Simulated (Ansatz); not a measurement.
# Y on W(100): change of the work function, part 2 of 2

Wanted: Δφ(θ) for Y/W(100), starting from the hollow site.

Ansatz 0.2.0; plane-wave DFT, PBE, Ansatz PAW.

So far, work function, upper face (eV): step 2 (the clean slab) 4.14; step 3 (46 atoms, coverage 0.111 ML, cell 3x3) 3.37.

### Step 4. Adsorbate added, k-mesh 6×6×1, coverage 0.25 ML (continued)

Valence density in the ca plane at fractional y = 0.250, with atoms of W and Y within 0.2 Å of it. It is the smooth field of the valence electrons, not physical close to the nuclei.

Ten even steps from '0' (0.0 e/Å³) to '9' (5.0 e/Å³), each cell a mean:
```
00000000000000000000000000000000000000000000
00000111100000111100000000000000000000000000
00001477310001477310000000000000000000000000
00002799710002899610000000000000000000000000
00002799710002899610000000000000000000000000
00001477310001476300000000000000000000000000
00000111100000111100000000000000000000000000
00000000000000000000000000000000000000000000
00000000000000000000000000000000000000000000
00000000000000000000000000000000000000000000
00000244200000244200000133200000000000000000
00001699510001699510001466410000000000000000
00002899710002899710001576620000000000000000
00001699510001699510001466410000000000000000
00000243200000243200000133100000000000000000
00000000000000000000000000000000000000000000
00000000000000000000000000000000000000000000
```
Columns run along c (16.0 Å, from fractional 0.30 to 0.89 of the cell), rows up along a (6.3 Å). Atoms in or near the plane, at fractional coordinates: W at (0.39, 0.25), W at (0.51, 0.25), W at (0.39, 0.75), W at (0.51, 0.75), Y at (0.63, 0.25).

The relaxation took 9 steps and lowered the energy by 2.0 eV; the largest force on the free atoms ends at 0.0034 eV/Å.

By hand: a sheet of dipoles makes a step −p/(ε₀A) in the electron's potential. With e/ε₀ = 180.95 V·Å, p = 0.3481 e·Å and A = 39.94 Å², that is −180.95 × (0.3481) / 39.94 = -1.577 eV, and the two vacuum levels of the run differ by -1.577 eV.

The covered face has 2.66 eV, -1.48 eV against the clean one; the bare back face has moved by -0.02 eV, a measure of how thin the slab is.

### Step 5. Adsorbate added, k-mesh 6×6×1, coverage 0.5 ML

System of this step: YW10 (Y/W(100)). The cell holds 22 atoms: 20 W and 2 Y. Cell: a = 6.320 Å, b = 6.320 Å, c = 27.089 Å, α = 90.0°, β = 90.0°, γ = 90.0°. Vacuum lies along c.

input.yaml

```yaml
crystal:
  lattice:
    - [6.32, 0.0, 0.0]
    - [0.0, 6.32, 0.0]
    - [0.0, 0.0, 27.0894077909]
  atoms:
    - { symbol: W, position: [0.0, 0.0, 0.3322331765] }
    - { symbol: W, position: [0.25, 0.25, 0.3905585563] }
    - { symbol: W, position: [0.0, 0.0, 0.4488532444] }
    - { symbol: W, position: [0.25, 0.25, 0.5095639611] }
    - { symbol: W, position: [0.0, 0.0, 0.5623676402] }
    - { symbol: W, position: [0.0, 0.5, 0.3322331765] }
    - { symbol: W, position: [0.25, 0.75, 0.3905585563] }
    - { symbol: W, position: [0.0, 0.5, 0.4488532444] }
    - { symbol: W, position: [0.25, 0.75, 0.5095639611] }
    - { symbol: W, position: [0.0, 0.5, 0.5623676402] }
    - { symbol: W, position: [0.5, 0.0, 0.3322331765] }
    - { symbol: W, position: [0.75, 0.25, 0.3905585563] }
    - { symbol: W, position: [0.5, 0.0, 0.4488532444] }
    - { symbol: W, position: [0.75, 0.25, 0.5095639611] }
    - { symbol: W, position: [0.5, 0.0, 0.5623676402] }
    - { symbol: W, position: [0.5, 0.5, 0.3322331765] }
    - { symbol: W, position: [0.75, 0.75, 0.3905585563] }
    - { symbol: W, position: [0.5, 0.5, 0.4488532444] }
    - { symbol: W, position: [0.75, 0.75, 0.5095639611] }
    - { symbol: W, position: [0.5, 0.5, 0.5623676402] }
    - { symbol: "Y", position: [0.25, 0.25, 0.6677668235] }
    - { symbol: "Y", position: [0.75, 0.75, 0.6677668235] }
kpoints:
  mp_grid: { grid: [6, 6, 1] }
hamiltonian:
  xc: pbe
scf:
  occupations: { method: fermi_dirac, width: 0.1 }
  convergence: { dr2_threshold: 1.0e-08 }
efield:
  axis: 3
  dipole_correction: true
  ramp_position: 0.97
  ramp_width: 0.06
relax:
  f_tol: 0.02
  max_steps: 60
  constraints: [{ sites: [0, 1, 5, 6, 10, 11, 15, 16] }]
output:
  dos: { projected: true, e_range: [-8, 4] }
  write_potential: true
  write_density: true
  volumetric_format: npy
  elf: true
```

The run is started by

```
> ansatz run input.yaml --threads 4 --pin off --max-ram 16384MiB --backend cpu --events-out ev --progress --plain --runs-dir out
```

The job ended after 4.6 min (4 threads of AMD EPYC 9R14 (Zen 4), shared host; peak memory 4.7 GiB).

Relaxation path:

| step | energy less that of the first step (eV) | largest force component (eV/Å) |
| --- | --- | --- |
| 1 | 0.0000 | 2.2079 |
| 2 | -1.3517 | 2.2909 |
| 3 | -2.2876 | 1.8444 |
| 4 | -2.8912 | 0.9834 |
| 5 | -3.1384 | 0.2501 |
| 6 | -3.1654 | 0.0428 |
| 7 | -3.1657 | 0.0038 |

The run keeps the 16 symmetry operations that it works with, so distortions that break them were not tested.

The atoms that moved most (Å):

| atom | dx | dy | dz | length |
| --- | --- | --- | --- | --- |
| Y21 | 0.000 | 0.000 | -0.839 | 0.839 |
| Y22 | 0.000 | 0.000 | -0.839 | 0.839 |
| W5 | 0.000 | 0.000 | 0.057 | 0.057 |
| W10 | 0.000 | 0.000 | 0.057 | 0.057 |
| W15 | 0.000 | 0.000 | 0.057 | 0.057 |
| W20 | 0.000 | 0.000 | 0.057 | 0.057 |
| W9 | 0.000 | 0.000 | -0.021 | 0.021 |
| W14 | 0.000 | 0.000 | -0.021 | 0.021 |

Final coordinates:

```cif
data_structure
_symmetry_space_group_name_H-M 'P 1'
_symmetry_Int_Tables_number 1
_cell_length_a 6.3200
_cell_length_b 6.3200
_cell_length_c 27.0894
_cell_angle_alpha 90.000
_cell_angle_beta 90.000
_cell_angle_gamma 90.000
_cell_volume 1082.02
loop_
_atom_site_label
_atom_site_type_symbol
_atom_site_fract_x
_atom_site_fract_y
_atom_site_fract_z
_atom_site_occupancy
W1 W 0.00000 0.00000 0.33223 1
W2 W 0.25000 0.25000 0.39056 1
W3 W 0.00000 0.00000 0.44907 1
W4 W 0.25000 0.25000 0.50955 1
W5 W 0.00000 0.00000 0.56449 1
W6 W 0.00000 0.50000 0.33223 1
W7 W 0.25000 0.75000 0.39056 1
W8 W 0.00000 0.50000 0.44907 1
W9 W 0.25000 0.75000 0.50878 1
W10 W 0.00000 0.50000 0.56449 1
W11 W 0.50000 0.00000 0.33223 1
W12 W 0.75000 0.25000 0.39056 1
W13 W 0.50000 0.00000 0.44907 1
W14 W 0.75000 0.25000 0.50878 1
W15 W 0.50000 0.00000 0.56449 1
W16 W 0.50000 0.50000 0.33223 1
W17 W 0.75000 0.75000 0.39056 1
W18 W 0.50000 0.50000 0.44907 1
W19 W 0.75000 0.75000 0.50955 1
W20 W 0.50000 0.50000 0.56449 1
Y21 Y 0.25000 0.25000 0.63680 1
Y22 Y 0.75000 0.75000 0.63680 1
```

The relaxation took 7 steps and lowered the energy by 3.2 eV; the largest force on the free atoms ends at 0.0038 eV/Å.

The covered face has 2.31 eV, -1.84 eV against the clean one; the bare back face has moved by -0.02 eV, a measure of how thin the slab is.

### Step 6. Work function against coverage

This step: plane-wave DFT, PBE, Ansatz PAW; work function against coverage (Ansatz 0.2.0).

The runs are now put side by side.

This step gave:

| Item | Value |
| --- | --- |
| work function of the clean face | 4.140 eV |
| largest change of the work function | -1.835 eV |

Work function of the covered face against coverage:

| coverage (adsorbates/nm²) | work function of the covered face (eV) |
| --- | --- |
| 0.00 | 4.14 |
| 1.11 | 3.37 |
| 2.50 | 2.66 |
| 5.01 | 2.31 |

The dipole per adsorbate comes from the change of the cell's dipole. Coverage, by row:

| coverage (1/nm²) | coverage (ML) | work function (eV) | change (eV) | dipole per adsorbate, positive end outwards (debye) | mean height of the added atoms over the highest substrate atom (Å) |
| --- | --- | --- | --- | --- | --- |
| 1.113 | 0.1111 | 3.375 | -0.7655 | 1.786 | 1.846 |
| 2.504 | 0.25 | 2.657 | -1.483 | 1.555 | 1.881 |
| 5.007 | 0.5 | 2.305 | -1.835 | 0.963 | 1.959 |

### Step 7. Results

```yaml
work_function_of_the_clean_face: 4.14 eV
work_function_at_0p11_ml: 3.37 eV
work_function_at_0p25_ml: 2.66 eV
work_function_at_0p5_ml: 2.31 eV
dipole_per_adsorbate_at_0p11_ml_positive_end_outwards: 1.79 D
```

What this shows: Y lowers the work function of W(100) at the lowest coverage, by 0.77 eV: the adsorbate layer has its positive end outwards. The dipole per adsorbate falls from 1.79 to 0.96 D as the layer fills. Neighbouring dipoles depolarise each other, and heights and bonding change with coverage too. The slab has 5 layers, at the tabulated experimental lattice constant, one starting site was run, and quantum-size effects of a slab this thin can reach one or two tenths of an eV. The main runs have no spin polarisation; a magnetic state could lie lower and would change these results.

[Logs are printed without paths, hosts, clocks, repeated set-up lines and the standing remarks that a program may print on its own settings, such as how far it seeks lower states.]

[Hosts, paths, dates, database ids (printed as entryN), source tags and the programs' standing remarks are cut or masked in the printed files.]

[Maps of the electrostatic potential energy from Ansatz leave out the sawtooth potential of an applied field or a dipole correction, so their vacuum need not be flat; planar profiles and work functions include it.]
